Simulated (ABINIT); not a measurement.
# Bi2S2O (P4/nmm): G0W0 with ABINIT, start to end, part 3 of 3

How does a plane-wave GW calculation on Bi2S2O (P4/nmm) run from the first input to the gap?

ABINIT 10.8.3; PBEsol and many-body steps on it, plane waves. Known limits of the many-body steps: not at the basis limit; no spin-orbit coupling; coarse k mesh.

So far. Step 4 (Empty states on the mesh, 4×4×1 mesh, 166 bands): On this mesh the gap is 0.940 eV. Step 5 (Screening, 4×4×1 mesh, 152 bands, screening to 81.6 eV): Local fields lower ε∞ by 7 %. On a Γ-centred mesh this coarse the value itself is usually too large, while a short band sum pulls it down.

**6. Self-energy, 4×4×1 mesh, 152 bands, screening to 81.6 eV**

The self-energy is evaluated for the states that the input lists, and the levels follow from it, in one-shot runs by the linearised quasiparticle equation.

This step: G0W0 on PBEsol, plane waves, norm-conserving pseudopotentials.

File run.abi:

```
acell 3*1.0 Angstrom
rprim 
  3.954101390000 0.000000000000 0.000000000000
  0.000000000000 3.954101390000 0.000000000000
  0.000000000000 0.000000000000 14.050579580000
ntypat 3
znucl 83 16 8
natom 10
typat 1 1 1 1 2 2 2 2 3 3
xred 
  0.000000000000 0.500000000000 0.866495830000
  0.500000000000 0.000000000000 0.133504170000
  0.500000000000 0.000000000000 0.589093140000
  0.000000000000 0.500000000000 0.410906860000
  0.500000000000 0.000000000000 0.894313410000
  0.000000000000 0.500000000000 0.105686590000
  0.000000000000 0.500000000000 0.687487520000
  0.500000000000 0.000000000000 0.312512480000
  0.000000000000 0.000000000000 0.500000000000
  0.500000000000 0.500000000000 0.500000000000
pp_dirpath "pseudos"
pseudos "Bi.upf, S.upf, O.upf"
ecut 42
ngkpt 4 4 1
nshiftk 1
shiftk 0 0 0
kptopt 1
chksymbreak 0
istwfk *1
occopt 1
irdwfk 1
optdriver 4
nband 152
gwcalctyp 0
ecutsigx 42
symsigma 1
nkptgw 2
kptgw 
  0.5000000000 0.0000000000 0.0000000000
  0.0000000000 0.0000000000 0.0000000000
bdgw 
  63 66
  63 66
ecuteps 3
irdscr 1
ppmodel 1
indata_prefix "in"
outdata_prefix "out"
tmpdata_prefix "tmp"
```

The run is started by

```sh
$ OMP_NUM_THREADS=1 mpirun -n 4 abinit run.abi > log
```

Numbers of over 12 decimals in the logs are rounded to 6 here.

The log of the run:

```text
.Version 10.8.3 of ABINIT. v10.8.2 released Aug 2026.

 Symmetries : space group P4/n m m (#129); Bravais tP (primitive tetrag.)
[... echo of the input left out ...]
== DATASET  1 ==================================================================
-   mpi_nproc: 4, omp_nthreads: 1 (-1 if OMP is not activated)

--- !DatasetInfo
iteration_state: {dtset: 1, }
dimensions: {natom: 10, nkpt: 6, mband: 152, nsppol: 1, nspinor: 1, nspden: 1, mpw: 19392, }
cutoff_energies: {ecut:  42.0, pawecutdg:  -1.0, }
electrons: {nelect:   1.28000000E+02, charge:   0.00000000E+00, occopt:   1.00000000E+00, tsmear:   1.00000000E-02, }

 SIGMA: Calculation of the GW corrections

 Based on a program developped by R.W. Godby, V. Olevano, G. Onida, and L. Reining.
 Incorporated in ABINIT by V. Olevano, G.-M. Rignanese, and M. Torrent.
.Using double precision arithmetic ; gwpc =  8

[... cell and pseudopotentials left out ...]
--------------------------------------------------------------------------------

 ==== K-mesh for the wavefunctions ====
 Number of points in the irreducible wedge :     6
[... list of points left out ...]
 Together with 16 symmetry operations and time-reversal symmetry
 yields    16 points in the full Brillouin Zone.

 ==== Q-mesh for screening function ====
 Number of points in the irreducible wedge :     6
[... list of points left out ...]
 Together with 16 symmetry operations and time-reversal symmetry
 yields    16 points in the full Brillouin Zone.

 vcoul_init : cutoff-mode = AUXILIARY_FUNCTION
 q-points for optical limit:   1
     1)      0.000010    0.000020    0.000030
 setmesh: FFT mesh size selected  =    48x   48x  160
          total number of points  =       368640

 Number of electrons calculated from density =  128.0000; Expected =  128.0000
 average of density, n =  0.086342
 r_s =    1.4036
 omega_plasma =   28.3444 [eV]

 === KS Band Gaps ===
  >>>> For spin  1
   Minimum direct gap =   0.9403 [eV], located at k-point      :   0.5000  0.0000  0.0000
   Fundamental gap    =   0.9403 [eV], Top of valence bands at :   0.5000  0.0000  0.0000
                                       Bottom of conduction at :   0.5000  0.0000  0.0000
 SIGMA fundamental parameters:
 PLASMON POLE MODEL  1
 number of plane-waves for SigmaX                19313
 number of plane-waves for SigmaC and W            357
 number of plane-waves for wavefunctions         19313
 number of bands                                   152
 number of independent spin polarizations            1
 number of spinorial components                      1
 number of k-points in IBZ                           6
 number of q-points in IBZ                           6
 number of symmetry operations                      16
 number of k-points in BZ                           16
 number of q-points in BZ                           16
 number of frequencies for dSigma/dE                 9
 frequency step for dSigma/dE [eV]                0.25
 number of omega for Sigma on real axis              0
 max omega for Sigma on real axis  [eV]           0.00
 zcut for avoiding poles [eV]                     0.10

 EPSILON^-1 parameters (SCR file):
 dimension of the eps^-1 matrix on file            357
 dimension of the eps^-1 matrix used               357
 number of plane-waves for wavefunctions         19313
 number of bands                                   152
 number of q-points in IBZ                           6
 number of frequencies                               2
 number of real frequencies                          1
 number of imag frequencies                          1

 matrix elements of self-energy operator (all in [eV])

 Perturbative Calculation

--- !SelfEnergy_ee
iteration_state: {dtset: 1, }
kpoint     : [   0.500,    0.000,    0.000, ]
spin       : 1
KS_gap     :    0.940
QP_gap     :    1.248
Delta_QP_KS:    0.308
data: !SigmaeeData |
     Band     E0 <VxcDFT>   SigX SigC(E0)      Z dSigC/dE  Sig(E)    E-E0       E
       63   6.657 -13.843 -15.195   1.856   0.788  -0.269 -13.445   0.398   7.055
       64   6.657 -13.843 -15.195   1.856   0.788  -0.269 -13.445   0.398   7.055
       65   7.598 -12.460  -9.380  -2.201   0.802  -0.248 -11.755   0.705   8.303
       66   7.598 -12.460  -9.380  -2.201   0.802  -0.248 -11.755   0.705   8.303

--- !SelfEnergy_ee
iteration_state: {dtset: 1, }
kpoint     : [   0.000,    0.000,    0.000, ]
spin       : 1
KS_gap     :    2.142
QP_gap     :    2.905
Delta_QP_KS:    0.762
data: !SigmaeeData |
     Band     E0 <VxcDFT>   SigX SigC(E0)      Z dSigC/dE  Sig(E)    E-E0       E
       63   5.882 -13.172 -16.354   3.227   0.767  -0.304 -13.138   0.035   5.917
       64   5.882 -13.172 -16.354   3.227   0.767  -0.304 -13.138   0.035   5.917
       65   8.024 -12.023  -8.209  -2.836   0.815  -0.227 -11.226   0.797   8.821
       66   8.773 -12.094  -8.091  -2.871   0.812  -0.231 -11.175   0.920   9.693

== END DATASET(S) ==============================================================
================================================================================

 -outvars: echo values of variables after computation  --------
           etotal      0.0000000000E+00
            nband         152
             nkpt           6
          spgroup         129
 [... the other variables as echoed above ...]

 Calculation completed.
```

Run time: 24 s. Hardware: 4 MPI ranks of Arm Neoverse V2, shared host; peak memory 3.5 GiB.

Numbers from this step:

| Item | Value |
| --- | --- |
| G0W0 gap on the points computed | 1.248 eV |
| starting gap on the mesh | 0.9404 eV |
| k of the valence top | 0.5, 0, 0 |
| k of the conduction bottom | 0.5, 0, 0 |
| Z at the valence top | 0.788 |
| Z at the conduction bottom | 0.802 |
| least direct G0W0 gap on the computed points | 1.248 eV |

The gap on the mesh goes from 0.94 eV to 1.25 eV, a correction of +0.31 eV.

Limits: finite bands, cutoff and mesh; no spin-orbit coupling; coarse k mesh. v1 is the top filled band, c1 the lowest empty one. The levels before and after the correction (eV, zero at the valence-band top of each column):

```csv
,conduction bottom,valence top
Kohn-Sham,0.94,0.00
G0W0,1.25,0.00
```

```csv
,level,energy (eV)
Kohn-Sham,(0.5 0 0) v2-v1,0.000
Kohn-Sham,(0.5 0 0) c1-c2,0.940
G0W0,(0.5 0 0) v2-v1,0.000
G0W0,(0.5 0 0) c1-c2,1.248
```

**7. Where the time went**

Times are wall times on 4 MPI ranks of Arm Neoverse V2, shared host, good to a factor of about two.

```csv
step,time,share,memory (GiB)
ground state,2.7 min,14 %,0.77
bands along the symmetry lines,6.3 min,33 %,1.1
empty states on the mesh,4.6 min,24 %,0.73
screening,5.1 min,27 %,4.7
self-energy,24 s,2 %,3.5
```

**8. Summary of results**

- PBEsol gap: 0.94 eV, direct
- G0W0 gap on the mesh: 1.25 eV
- GW settings: 4×4×1 mesh, 152 bands, screening to 81.6 eV, Godby-Needs plasmon pole
- known limits: not at the basis limit; no spin-orbit coupling; coarse k mesh

What this shows: G0W0 moves the gap on the mesh from 0.94 eV to 1.25 eV (+0.31 eV), with Z of 0.79 and 0.80 at the edges. Local fields lower the RPA ε∞ on this mesh from 26.97 to 24.97; a Γ-centred mesh this coarse tends to raise both, most where the direct gap is narrow, while a short band sum lowers them. Only 2 of the mesh's irreducible points were corrected, so a valley elsewhere could overtake. Bands and cutoff are finite, so the gap is not at the basis limit. The miss can reach some tenths of an eV and take either sign; the mesh is an error of its own. In the G0W0 run levels were corrected at 2 k points alone, so a gap called «on the mesh» is the least over those, and an edge elsewhere would be missed. The 4×4×1 mesh is coarse for this cell, which bears on the long-range parts of exchange and screening. Where an edge is built on 6p states of lead, bismuth or thallium, scalar-relativistic gaps usually stand too wide, by a few tenths to over one eV. The many-body steps are scalar-relativistic: spin-orbit coupling is not in them.

[Paths, hosts, dates, memory and timing lines, banners, echoed tables and standing remarks are left out of the program output.]

[Logs are printed without paths, hosts, clocks, repeated set-up lines and the standing remarks that a program may print on its own settings, such as how far it seeks lower states.]

[Runs of the session that timed out or met a known fault of the program may be left out.]

[Hosts, paths, dates, database ids (printed as entryN), source tags and the programs' standing remarks are cut or masked in the printed files.]

[G0W0 gaps are taken among the corrected bands and points alone; a level outside them can change the order at an edge.]

[Where Ansatz stands beside ABINIT at settings called matched, ABINIT's density can come from a denser mesh and the files from another edition; pairs whose starting gaps differed by over 0.03 eV were left out, so agreement reads better than it is.]
